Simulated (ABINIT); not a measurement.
# Beyond one shot: GaN (P6_3mc), part 2 of 2

How far does self-consistency move the gap of GaN (P6_3mc)?

ABINIT 10.8.3; PBE and many-body steps on it, plane waves. Known limits of the many-body steps: not at the basis limit; no spin-orbit coupling; coarse k mesh.

So far. Step 14 (QSGW, cycle 4): Against the cycle before, the gap moves by +0.071 eV.

The database entry behind the starting cell differs from later determinations by our own check (about 0.3 % short, ideal inner coordinate), so it need not match the best structure at ambient conditions.

### Step 17. QSGW, cycle 5

This step: QSGW on PBE, plane waves, norm-conserving pseudopotentials.

run.abi reads:

```
acell 3*1.0 Angstrom
rprim 
  3.179999999980 0.000000000005 0.000000000000
  -1.589999999994 2.753960784015 0.000000000000
  0.000000000000 0.000000000000 5.166000000000
ntypat 2
znucl 31 7
natom 4
typat 1 1 2 2
xred 
  0.333333333333 0.666666666667 0.000000000000
  0.666666666667 0.333333333333 0.500000000000
  0.333333333333 0.666666666667 0.375000000000
  0.666666666667 0.333333333333 0.875000000000
pp_dirpath "pseudos"
pseudos "Ga.upf, N.upf"
ecut 45
ngkpt 3 3 2
nshiftk 1
shiftk 0 0 0
kptopt 1
chksymbreak 0
istwfk *1
occopt 1
irdwfk 1
optdriver 4
nband 60
gwcalctyp 28
ecutsigx 45
symsigma 0
nkptgw 6
kptgw 
  0.0000000000 0.0000000000 0.0000000000
  0.3333333333 0.0000000000 0.0000000000
  0.3333333333 0.3333333333 0.0000000000
  0.0000000000 0.0000000000 0.5000000000
  0.3333333333 0.0000000000 0.5000000000
  0.3333333333 0.3333333333 0.5000000000
bdgw 
  21 34
  21 34
  21 34
  21 34
  21 34
  21 34
ecuteps 4
irdscr 1
ppmodel 1
irdqps 1
rhoqpmix 0.3
indata_prefix "in"
outdata_prefix "out"
tmpdata_prefix "tmp"
```

Launch:

```sh
OMP_NUM_THREADS=1 mpirun -n 8 abinit run.abi > log
```

Wall time 20 s (8 MPI ranks of AMD EPYC 7B13 (Zen 3), shared host); peak memory 1.9 GiB.

Numbers from this step:

```yaml
quasiparticle_gap_on_the_mesh: 3.192 eV
gap_of_the_density_functional_on_the_mesh: 1.995 eV
k_of_the_valence_top: 0, 0, 0
k_of_the_conduction_bottom: 0, 0, 0
least_direct_quasiparticle_gap_on_the_computed_points: 3.192 eV
```

Against the cycle before, the gap moves by +0.029 eV.

### Step 18. Screening, 3×3×2 mesh, 60 bands, screening to 108.8 eV

This step: RPA screening on PBE, plane waves, norm-conserving pseudopotentials.

run.abi reads:

```
acell 3*1.0 Angstrom
rprim 
  3.179999999980 0.000000000005 0.000000000000
  -1.589999999994 2.753960784015 0.000000000000
  0.000000000000 0.000000000000 5.166000000000
ntypat 2
znucl 31 7
natom 4
typat 1 1 2 2
xred 
  0.333333333333 0.666666666667 0.000000000000
  0.666666666667 0.333333333333 0.500000000000
  0.333333333333 0.666666666667 0.375000000000
  0.666666666667 0.333333333333 0.875000000000
pp_dirpath "pseudos"
pseudos "Ga.upf, N.upf"
ecut 45
ngkpt 3 3 2
nshiftk 1
shiftk 0 0 0
kptopt 1
chksymbreak 0
istwfk *1
occopt 1
irdwfk 1
optdriver 3
nband 60
ecuteps 4
inclvkb 2
awtr 1
symchi 1
gwcalctyp 28
mbpt_sciss 1.476 eV
nqptdm 1
qptdm 
  0 0 0
indata_prefix "in"
outdata_prefix "out"
tmpdata_prefix "tmp"
```

It took 4.4 s on 8 MPI ranks; peak memory 0.91 GiB.

This step gave:

| Quantity | Value |
| --- | --- |
| ε∞ with local fields, on this mesh, along the program's q direction | 7.222 |
| the same without local fields | 7.630 |
| plasma frequency | 39.81 eV |
| plane waves in the screening matrix | 111 |

This screening uses the functional's bands under a rigid shift, the mean opening of the cycle before.

### Step 19. Screening, 3×3×2 mesh, 60 bands, screening to 108.8 eV

This step: RPA screening on PBE from quasiparticle energies and orbitals, plane waves, norm-conserving pseudopotentials.

Edit run.abi of step 18 so:

```diff
@@ -31,7 +31,11 @@
 symchi 1
+irdqps 1
 gwcalctyp 28
-mbpt_sciss 1.476 eV
-nqptdm 1
+nqptdm 5
 qptdm 
-  0 0 0
+  0.3333333333 0.0000000000 0.0000000000
+  0.3333333333 0.3333333333 0.0000000000
+  0.0000000000 0.0000000000 0.5000000000
+  0.3333333333 0.0000000000 0.5000000000
+  0.3333333333 0.3333333333 0.5000000000
 indata_prefix "in"
```

mrgscr.stdin reads:

```
2
merged
q0_SCR
out_SCR
1
```

Launch:

```sh
OMP_NUM_THREADS=1 mpirun -n 8 abinit run.abi > log; mrgscr < mrgscr.stdin
```

Elapsed: 4.8 s, on 8 MPI ranks; peak memory 0.97 GiB.

Numbers from this step:

```
plasma frequency                    : 39.81 eV
plane waves in the screening matrix : 111
```

This screening reads the quasiparticle levels of the cycle before.

### Step 20. QSGW, cycle 6

This step: QSGW on PBE, plane waves, norm-conserving pseudopotentials.

Edit run.abi of step 19 so:

```diff
@@ -25,12 +25,10 @@
 irdwfk 1
-optdriver 3
+optdriver 4
 nband 60
-ecuteps 4
-inclvkb 2
-awtr 1
-symchi 1
-irdqps 1
 gwcalctyp 28
-nqptdm 5
-qptdm 
+ecutsigx 45
+symsigma 0
+nkptgw 6
+kptgw 
+  0.0000000000 0.0000000000 0.0000000000
   0.3333333333 0.0000000000 0.0000000000
@@ -40,2 +38,14 @@
   0.3333333333 0.3333333333 0.5000000000
+bdgw 
+  21 34
+  21 34
+  21 34
+  21 34
+  21 34
+  21 34
+ecuteps 4
+irdscr 1
+ppmodel 1
+irdqps 1
+rhoqpmix 0.3
 indata_prefix "in"
```

Launch:

```sh
OMP_NUM_THREADS=1 mpirun -n 8 abinit run.abi > log
```

It took 19 s on 8 MPI ranks; peak memory 1.9 GiB.

This step gave:

* quasiparticle gap on the mesh: 3.199 eV
* gap of the density functional on the mesh: 1.995 eV
* k of the valence top: 0, 0, 0
* k of the conduction bottom: 0, 0, 0
* least direct quasiparticle gap on the computed points: 3.199 eV

Against the cycle before, the gap moves by +0.007 eV.

### Step 21. The runs together

Times are wall times on 8 MPI ranks of AMD EPYC 7B13 (Zen 3), shared host, good to a factor of about two. A run's time includes the screening step that it read.

```
          run   mesh  bands  screening cutoff (eV)  DFT gap (eV)  gap on the mesh (eV)  direct (eV)  ε∞ used  time
         G0W0  3×3×2     60                  108.8         1.995                 2.719        2.719     9.46  11 s
QSGW, cycle 1  3×3×2     60                  108.8         1.995                 2.865        2.865     9.46  27 s
QSGW, cycle 2  3×3×2     60                  108.8         1.995                 2.984        2.984     7.61  29 s
QSGW, cycle 3  3×3×2     60                  108.8         1.995                 3.092        3.092     7.45  29 s
QSGW, cycle 4  3×3×2     60                  108.8         1.995                 3.163        3.163     7.33  29 s
QSGW, cycle 5  3×3×2     60                  108.8         1.995                 3.192        3.192     7.25  29 s
QSGW, cycle 6  3×3×2     60                  108.8         1.995                 3.199        3.199     7.22  29 s
```

### Step 22. Results

- G0W0: 2.719 eV
- QSGW, cycle 1: 2.865 eV
- QSGW, cycle 2: 2.984 eV
- QSGW, cycle 3: 3.092 eV
- QSGW, cycle 4: 3.163 eV
- QSGW, cycle 5: 3.192 eV
- QSGW, cycle 6: 3.199 eV
- known limits: not at the basis limit; no spin-orbit coupling; coarse k mesh

In words: Only the bands that the input lists are updated; the others, empty or deep, keep the functional's energies or take a rigid shift. QSGW ends at 3.20 eV, +0.48 eV from G0W0, after 6 cycles that took 2.7 min beside the first screening; the last moved the gap by 0.007 eV. Bands and cutoff are finite, so the gap is not at the basis limit. The miss can reach some tenths of an eV and take either sign; the mesh is an error of its own. The 3×3×2 mesh is coarse for this cell, which bears on the long-range parts of exchange and screening. In the updated screening the q = 0 part is built from Kohn-Sham bands under a rigid shift, the other q from the quasiparticle levels. The many-body steps are scalar-relativistic: spin-orbit coupling is not in them.

[Paths, hosts, dates, memory and timing lines, banners, echoed tables and standing remarks are left out of the program output.]

[Logs are printed without paths, hosts, clocks, repeated set-up lines and the standing remarks that a program may print on its own settings, such as how far it seeks lower states.]

[Runs of the session that timed out or met a known fault of the program may be left out.]

[Hosts, paths, dates, database ids (printed as entryN), source tags and the programs' standing remarks are cut or masked in the printed files.]

[G0W0 gaps are taken among the corrected bands and points alone; a level outside them can change the order at an edge.]

[Where Ansatz stands beside ABINIT at settings called matched, ABINIT's density can come from a denser mesh and the files from another edition; pairs whose starting gaps differed by over 0.03 eV were left out, so agreement reads better than it is.]
